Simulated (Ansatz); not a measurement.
# A low-energy model for BaAgS3 (cubic perovskite) (Pm-3m): bands, U and J

Aim: U, U′ and J for the Ag d shell of BaAgS3 (cubic perovskite) (Pm-3m).

Main program and level: Ansatz 0.2.0; non-magnetic PBEsol, then constrained RPA, plane waves, PAW.

The structure was built from a prototype and need not be the compound's stable phase.

### Step 1. The structure

Symmetry: Pm-3m, No. 221, cubic system. Conventional cell: a = 4.843 Å, b = 4.843 Å, c = 4.843 Å, α = 90.00°, β = 90.00°, γ = 90.00°. Ba has 12 S at 3.42 Å nearest. Ag has 6 S at 2.42 Å nearest. S has 2 Ag at 2.42 Å and 4 Ba at 3.42 Å nearest. Farther neighbours and most contacts between anions are not listed.

The structure was relaxed with PBEsol. The structure type comes from a generator and need not be one that this composition takes. The structure was generated from a model, not taken from a measurement. The runs that relaxed it are not among those shown. The program's search for lower electronic states was switched off, so nothing shows that the state found is the lowest. Spin-orbit coupling is left out unless a step names it. The default PAW set here is soft_2. Its files were made with PBE.

### Step 2. PBEsol bands and orbital weights

This step: DFT, PBEsol, plane waves, PAW.

File input.yaml:

```yaml
crystal:
  lattice:
    - [0.0, -4.84262553, 0.0]
    - [0.0, 0.0, 4.84262553]
    - [-4.84262553, 0.0, 0.0]
  atoms:
    - { symbol: Ba, position: [0.0, 0.0, 0.0] }
    - { symbol: Ag, position: [0.5, 0.5, 0.5] }
    - { symbol: S, position: [0.5, 0.5, 0.0] }
    - { symbol: S, position: [0.5, 0.0, 0.5] }
    - { symbol: S, position: [0.0, 0.5, 0.5] }
kpoints:
  mp_grid: { grid: [6, 6, 6] }
  band_path:
    path:
      - [[0.0, 0.0, 0.0], [0.0, 0.5, 0.0], [0.5, 0.5, 0.0], [0.0, 0.0, 0.0], [0.5, 0.5, 0.5], [0.0, 0.5, 0.0]]
      - [[0.5, 0.5, 0.5], [0.5, 0.5, 0.0]]
    npoints: 10
hamiltonian:
  xc: pbesol
scf:
  occupations: { method: gaussian, width: 0.08 }
  n_extra_bands: 19
  max_iter: 150
  lower_state_search: "off"
output:
  eigenvalues: true
  forces: true
  stress: true
  fatbands: true
  write_density: true
  write_potential: true
  elf: true
  volumetric_format: npy
```

Run with:

```sh
$ ansatz run input.yaml --threads 4 --pin off --max-ram 9216MiB --backend cpu --events-out ev --progress --plain --runs-dir out
```

Numbers of over 12 decimals in the logs are rounded to 6 here.

What it wrote:

```text
scf.n_extra_bands = 19 over 24 filled bands (N_el = 47.0): the run solves 43 bands
Engine: ansatz 0.2.0, x86_64-unknown-linux-gnu
Pseudopotentials: kind: paw
Pseudopotential: Ba, paw, valence charge 10, recommended cutoff 420 eV (normal), Ba.paw.azcp
Pseudopotential: Ag, paw, valence charge 19, recommended cutoff 420 eV (normal), Ag.paw.azcp
Pseudopotential: S, paw, valence charge 6, recommended cutoff 420 eV (normal), S.paw.azcp
Functional definition: PBEsol
  exchange = pbesol_x
  correlation = pbesol_c
Crystal: 5 atoms, lattice volume = 113.565 Å³
Basis set: ecut = 420 eV, 2205 PW (Γ), exchange–correlation on 72×72×72 points (8 copies of the dense FFT grid, shifted against one another)
Bands: 43, of which v1, the nominal top of the filled ones, is band 24 counted from 1 (23 counted from 0)
Symmetry: 48 space group operations
Space group: Pm-3m (ITA 221), of the structure as read, at distance tolerance 4.8e-5 Å
k-points: 20 of 216
Non-local potential: Ba, projectors of the file, l = 0: 3, l = 1: 2, l = 2: 2, l = 3: 2
Non-local potential: Ag, projectors of the file, l = 0: 3, l = 1: 2, l = 2: 2, l = 3: 1
Non-local potential: S, projectors of the file, l = 0: 2, l = 1: 2, l = 2: 2
PAW form: soft (Blöchl's): semilocal exchange-correlation on the pseudo side does not see the compensation charge
PAW frozen core: Ba, regenerated for the run's functional, and the local potential with it (the file was generated under x = pbe(κ = 0.804, μ = 0.219515), c = pbe(β = 0.066725))
PAW frozen core: Ag, regenerated for the run's functional, and the local potential with it (the file was generated under x = pbe(κ = 0.804, μ = 0.219515), c = pbe(β = 0.066725))
PAW frozen core: S, regenerated for the run's functional, and the local potential with it (the file was generated under x = pbe(κ = 0.804, μ = 0.219515), c = pbe(β = 0.066725))
PAW one-centre angular grid: Ba, 194 points (default); XC on 64 Gauss nodes
PAW one-centre angular grid: Ag, 590 points (default); XC on 64 Gauss nodes
PAW one-centre angular grid: S, 110 points (default); XC on 64 Gauss nodes
Initial density: superposition of atomic densities (neutral atoms: chi_scale 0, normalization atom), corrected by the library's trained network
Initial wavefunctions: pseudopotential atomic-orbital guess
Functional: x = pbesol(κ = 0.804, μ = 0.123457), c = pbesol(β = 0.046)
SCF iter   1: F=—  HF=-16042.764915 eV  |F-HF|=—  |Δ(HF+E_count)|=         —  Δρ=5.22e-3  dr2=4.94e-2  ethr=1.77e-3  ⟨swp⟩=7.2  Hψ=4424  notcnv=0  defer=150
preconditioner: auto → Kerker (q_TF=auto, 2.355 Å⁻¹)  [metal: Δε(μ)=0.015 eV  Ē_g=13.119 eV  σ=0.080 eV  W_gap=0.11  n_scr=26 (ndim 8)  ℏωp=21.2 eV  f_vac=0.000  D(μ)=6.48/eV (n_scr^D=80)]
SCF iter   2: F=—  HF=-16042.755834 eV  |F-HF|=—  |Δ(HF+E_count)|=   9.08e-3  Δρ=3.57e-3  dr2=2.88e-2  ethr=1.05e-4  ⟨swp⟩=1.9  Hψ=1130  notcnv=0  defer=195
SCF iter   3: F=—  HF=-16042.747747 eV  |F-HF|=—  |Δ(HF+E_count)|=   8.09e-3  Δρ=1.02e-3  dr2=1.41e-3  ethr=6.13e-5  ⟨swp⟩=2.1  Hψ=1095  notcnv=0  defer=195
SCF iter   4: F=—  HF=-16042.747467 eV  |F-HF|=—  |Δ(HF+E_count)|=   2.80e-4  Δρ=3.50e-4  dr2=4.29e-4  ethr=2.99e-6  ⟨swp⟩=2.0  Hψ=1010  notcnv=0  defer=195
SCF iter   5: F=—  HF=-16042.747392 eV  |F-HF|=—  |Δ(HF+E_count)|=   7.53e-5  Δρ=1.82e-4  dr2=1.22e-4  ethr=9.13e-7  ⟨swp⟩=1.9  Hψ=810  notcnv=0  defer=195
SCF iter   6: F=—  HF=-16042.747352 eV  |F-HF|=—  |Δ(HF+E_count)|=   3.99e-5  Δρ=4.75e-5  dr2=3.56e-6  ethr=2.59e-7  ⟨swp⟩=2.0  Hψ=871  notcnv=0  defer=195
SCF iter   7: F=—  HF=-16042.747448 eV  |F-HF|=—  |Δ(HF+E_count)|=   9.64e-5  Δρ=1.55e-5  dr2=6.35e-7  ethr=7.58e-9  ⟨swp⟩=2.1  Hψ=1074  notcnv=0  defer=203
SCF iter   8: F=-16042.747448 eV  HF=-16042.747448 eV  |F-HF|=8.19e-10  |Δ(HF+E_count)|=   1.91e-7  Δρ=2.50e-6  dr2=9.34e-9  ethr=2.13e-10  ⟨swp⟩=14.8  Hψ=7076  notcnv=0
SCF 1 converged in 8 iterations: F = -16042.747448 eV  dr2 = 9.34e-9
  greatest PAW one-centre occupation: 1.001 electrons in one spin orbital (limit 2), on the Ag atom at site 1 (counted from 0), in its partial waves of l = 0
NSCF: frozen V_eff on 62 k-points
SCF converged after 8 iterations
Free energy (F): -16042.747448 eV
Harris-Foulkes:  -16042.747448 eV  (|F-HF|=8.19e-10)
Internal energy: -16042.726687 eV  (E = F + TS)
E sigma→0 (E₀):  -16042.737068 eV
Entropy (-TS):   -0.020761 eV (-4.152 meV/atom)
Fermi energy:    8.246242 eV
--- Per-component energies (eV) ---
  E_band       = -405.764847
  E_kinetic    = 1012.774854
  E_local      = -4383.801121  (includes V_loc(G=0)·N_el)
  E_nonlocal   = 226.258704
  E_hartree    = 1915.377417
  E_xc         = -638.879009
  E_vxc        = -632.096750  (∫ρ·V_xc dr)
  E_paw        = -10725.376293  (= ΣΔE_a)
  E_vpaw       = -459.649589  (= ΣTr[D̂ρ^β])
  E_aug_tail   = 0.000298  (compensation charges beyond the density's cutoff)
  E_ewald      = -3449.741558
  E_core_change = 0.660020  (= ΣΔE_core)
  E_smearing   = -0.020761  (= −TS)
  E_closure    = 0.000000  (closes the sum)
  Σ components = -16042.747448   (vs F -16042.747448, Δ=0.00e0)
--- Forces (eV/Å), atoms counted from 1 ---
  atom   1  Ba     0.00000000     0.00000000    -0.00000000
  atom   2  Ag    -0.00000000    -0.00000000     0.00000000
  atom   3  S     -0.00000000    -0.00000000     0.00000000
  atom   4  S      0.00000000     0.00000000    -0.00000000
  atom   5  S      0.00000000     0.00000000     0.00000000
  max |Σ_I F_I| component: 7.49e-29 eV/Å
--- Stress (GPa, compression-positive) ---
        0.542130      -0.000000       0.000000
       -0.000000       0.542130       0.000000
        0.000000       0.000000       0.542130
  P = ⅓ Tr σ = 0.5421 GPa (5.421 kbar)
--- Band table (eV; the first three rows and the last of 20) ---
  k-point 0: bands = [... 20 lower, 7.2868, 7.2868, 8.1410, 8.1410, 8.1410, 11.0313, 11.4303, 11.4303, ... 15 higher]
  k-point 1: bands = [... 20 lower, 7.2647, 7.2647, 7.8609, 8.0571, 8.0571, 11.5273, 11.8018, 11.9603, ... 15 higher]
  k-point 2: bands = [... 20 lower, 7.3216, 7.3216, 7.4742, 7.8332, 7.8332, 12.4345, 12.8051, 13.0758, ... 15 higher]
  k-point 19: bands = [... 20 lower, 8.6375, 8.6375, 8.6375, 10.7543, 10.7543, 12.7802, 12.7802, 12.7802, ... 15 higher]
```

It took 7.5 s on 4 threads of AMD EPYC 7R43, shared host; peak memory 0.57 GiB; 23 s of CPU time.

Reading the cycles: dr2 is the Hartree energy of the density residual (eV), the measure of convergence; HF is the Harris–Foulkes estimate of the energy, which meets the free energy F at convergence.

This step gave:

```
pressure : 0.5421 GPa
```

Electronic bands along the path, in eV, zero at the Fermi level:

| point | band 20 | band 21 | band 22 | band 23 | band 24 | band 25 | band 26 | band 27 |
| --- | --- | --- | --- | --- | --- | --- | --- | --- |
| Γ | -0.96 | -0.96 | -0.96 | -0.11 | -0.11 | -0.11 | 2.79 | 3.18 |
| halfway | -1.42 | -0.97 | -0.97 | -0.61 | -0.29 | -0.29 | 3.71 | 4.15 |
| X | -1.79 | -0.88 | -0.72 | -0.72 | -0.68 | -0.68 | 4.63 | 4.94 |
| halfway | -1.65 | -1.40 | -0.95 | -0.89 | -0.24 | 1.08 | 5.39 | 5.53 |
| M | -1.41 | -1.41 | -1.15 | -1.15 | 0.29 | 2.47 | 5.28 | 5.32 |
| halfway | -1.68 | -1.36 | -1.07 | -0.73 | -0.50 | 0.73 | 4.18 | 4.69 |
| Γ | -0.96 | -0.96 | -0.96 | -0.11 | -0.11 | -0.11 | 2.79 | 3.18 |
| halfway | -1.59 | -1.27 | -1.27 | -0.37 | 0.65 | 0.65 | 4.50 | 4.61 |
| R | -1.55 | 0.39 | 0.39 | 0.39 | 2.51 | 2.51 | 4.53 | 4.53 |
| halfway | -1.57 | -1.17 | -0.48 | -0.13 | 0.45 | 1.26 | 5.06 | 5.45 |
| X | -1.79 | -0.88 | -0.72 | -0.72 | -0.68 | -0.68 | 4.63 | 4.94 |
| jump to R | -1.55 | 0.39 | 0.39 | 0.39 | 2.51 | 2.51 | 4.53 | 4.53 |
| halfway | -1.56 | -0.36 | -0.36 | 0.34 | 0.48 | 2.49 | 5.00 | 5.45 |
| M | -1.41 | -1.41 | -1.15 | -1.15 | 0.29 | 2.47 | 5.28 | 5.32 |

Of the projections kept (Ag 4d, S 3p), the largest for each band there; the rest of the weight can lie on other orbitals:

| point | band 20 | band 21 | band 22 | band 23 | band 24 | band 25 | band 26 | band 27 |
| --- | --- | --- | --- | --- | --- | --- | --- | --- |
| Γ | S 3p 0.99 | S 3p 0.99 | S 3p 0.99 | S 3p 0.98 | S 3p 0.98 | S 3p 0.98 | - | Ag 4d 0.01 |
| X | S 3p 0.92 | S 3p 0.38 | S 3p 0.87 | S 3p 0.87 | S 3p 0.97 | S 3p 0.97 | - | S 3p 0.05 |
| M | S 3p 0.94 | S 3p 0.94 | S 3p 0.83 | S 3p 0.83 | S 3p 0.98 | S 3p 0.76 | Ag 4d 0.01 | - |
| Γ | S 3p 0.99 | S 3p 0.99 | S 3p 0.99 | S 3p 0.98 | S 3p 0.98 | S 3p 0.98 | - | Ag 4d 0.01 |
| R | S 3p 0.74 | S 3p 0.99 | S 3p 0.99 | S 3p 0.99 | S 3p 0.76 | S 3p 0.76 | - | - |
| X | S 3p 0.92 | S 3p 0.38 | S 3p 0.87 | S 3p 0.87 | S 3p 0.97 | S 3p 0.97 | - | S 3p 0.05 |

Electrostatic potential energy in the ac plane at fractional y = 0.500, with atoms of Ag and S within 0.2 Å of it. With pseudopotentials it is smooth inside the atoms' cores, unlike the true potential.

Values in eV, 14 rows by 14 columns, each cell a mean:
```
 13  13  13  12   5 -20 -28 -26 -28  -7   9  12  13  13
 13  13  13  12   9  -4 -20 -23 -14   3  11  13  13  13
 12  13  13  13  11   7   1  -1   3   9  12  13  13  12
  8  10  11  12  11   7   3   2   5   9  11  12  11   9
-11  -3   6  10   7  -2 -12 -15  -9   3   9   9   3  -7
-28 -25  -5   6   1 -17 -28 -30 -24  -9   5   3 -14 -28
-20 -29 -13   4  -4 -23 -31 -32 -30 -15   2  -1 -23 -26
-25 -28  -9   5  -2 -21 -30 -31 -28 -12   3   1 -20 -28
-23 -14   2   8   5 -10 -21 -23 -17  -2   7   7  -4 -20
  3   6  10  11  10   5  -2  -4   1   7  11  11   9   5
 11  12  12  12  11   8   5   4   6  10  12  13  12  12
 13  13  13  12  10   2  -9 -13  -5   6  11  13  13  13
 13  13  13  12   6 -14 -28 -29 -25  -3  10  13  13  13
 13  13  13  11   3 -23 -25 -20 -28 -11   8  12  13  13
```
Columns run along a (4.8 Å; values clipped at the 3rd and 97th percentile), rows up along c (4.8 Å). Atoms in or near the plane, at fractional coordinates: Ag at (0.50, 0.50), S at (0.50, 0.00), S at (0.00, 0.50).

ELF in the ac plane at fractional y = 0.500, with atoms of Ag and S within 0.2 Å of it. It is the smooth field of the valence electrons, not physical close to the nuclei.

Values, 14 rows by 14 columns, each cell a mean:
```
0.03 0.06 0.23 0.62 0.85 0.82 0.42 0.22 0.64 0.87 0.78 0.45 0.12 0.04
0.15 0.10 0.12 0.36 0.68 0.79 0.73 0.68 0.77 0.77 0.56 0.23 0.09 0.12
0.52 0.35 0.16 0.16 0.35 0.53 0.61 0.63 0.59 0.46 0.25 0.13 0.23 0.45
0.82 0.71 0.41 0.17 0.16 0.22 0.26 0.27 0.24 0.19 0.14 0.25 0.56 0.78
0.88 0.84 0.66 0.31 0.16 0.26 0.35 0.37 0.32 0.20 0.19 0.46 0.77 0.87
0.55 0.72 0.74 0.42 0.22 0.44 0.61 0.64 0.55 0.32 0.24 0.59 0.77 0.64
0.07 0.45 0.73 0.46 0.25 0.50 0.73 0.80 0.64 0.37 0.27 0.63 0.68 0.22
0.28 0.58 0.74 0.44 0.24 0.48 0.68 0.73 0.61 0.35 0.26 0.61 0.73 0.42
0.81 0.82 0.71 0.37 0.19 0.35 0.48 0.50 0.44 0.26 0.22 0.53 0.79 0.82
0.87 0.80 0.55 0.23 0.15 0.19 0.24 0.25 0.22 0.16 0.16 0.35 0.68 0.85
0.69 0.52 0.25 0.14 0.23 0.37 0.44 0.46 0.42 0.31 0.17 0.16 0.36 0.62
0.28 0.18 0.12 0.25 0.55 0.71 0.74 0.73 0.74 0.66 0.41 0.16 0.12 0.23
0.06 0.06 0.18 0.52 0.80 0.82 0.58 0.45 0.72 0.84 0.71 0.35 0.10 0.06
0.03 0.06 0.28 0.69 0.87 0.81 0.28 0.07 0.55 0.88 0.82 0.52 0.15 0.03
```
Columns run along a (4.8 Å), rows up along c (4.8 Å). Atoms in or near the plane, at fractional coordinates: Ag at (0.50, 0.50), S at (0.50, 0.00), S at (0.00, 0.50).

(Part 1 of 2 ends here.)

[Paths, hosts, dates, memory and timing lines, banners, echoed tables and standing remarks are left out of the program output.]

[Logs are printed without paths, hosts, clocks, repeated set-up lines and the standing remarks that a program may print on its own settings, such as how far it seeks lower states.]

[Runs of the session that timed out or met a known fault of the program may be left out.]

[Hosts, paths, dates, database ids (printed as entryN), source tags and the programs' standing remarks are cut or masked in the printed files.]
